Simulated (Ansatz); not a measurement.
The compound is KNiF3 (Pm-3m).

The database entry behind the starting cell differs from later determinations by our own check (about 0.35 % short), so it need not match the best structure at ambient conditions.

```xyz
5
Lattice="0.0000 0.0000 -4.0000 0.0000 -4.0000 0.0000 -4.0000 0.0000 0.0000" Properties=species:S:1:pos:R:3 pbc="T T T"
K     0.0000    0.0000    0.0000
Ni   -2.0000   -2.0000   -2.0000
F     0.0000   -2.0000   -2.0000
F    -2.0000   -2.0000    0.0000
F    -2.0000    0.0000   -2.0000
```

The cell and positions come from the Crystallography Open Database and are kept as given unless a step says otherwise. The program's search for lower electronic states was switched off, so nothing shows that the state found is the lowest. PAW set soft_2, made with PBE.

A constrained-RPA run (Ansatz 0.2.0; non-magnetic LDA; Ni d + anion p, bands v13 to c1, 4×4×4 mesh, medium accuracy) builds 14 functions on bands 9.0 eV wide, with 26.0 electrons in the window. The bare on-site interaction is 26.7 eV and the bare J 0.93 eV.

Question: What U and J survive the screening?

On the Ni d shell, U = 11.38 eV (43 % of the bare value), U′ = 9.82 eV, J = 0.79 eV.

The parent state is non-magnetic and the interaction static (zero frequency); U depends on the window and the orbitals, so it belongs to this model alone. A window that holds the anion p bands defines a model with explicit ligands; its U belongs to that model and is not the U of DFT+U.

[Paths, hosts, dates, memory and timing lines, banners, echoed tables and standing remarks are left out of the program output.]

[Logs are printed without paths, hosts, clocks, repeated set-up lines and the standing remarks that a program may print on its own settings, such as how far it seeks lower states.]

[Runs of the session that timed out or met a known fault of the program may be left out.]

[Hosts, paths, dates, database ids (printed as entryN), source tags and the programs' standing remarks are cut or masked in the printed files.]
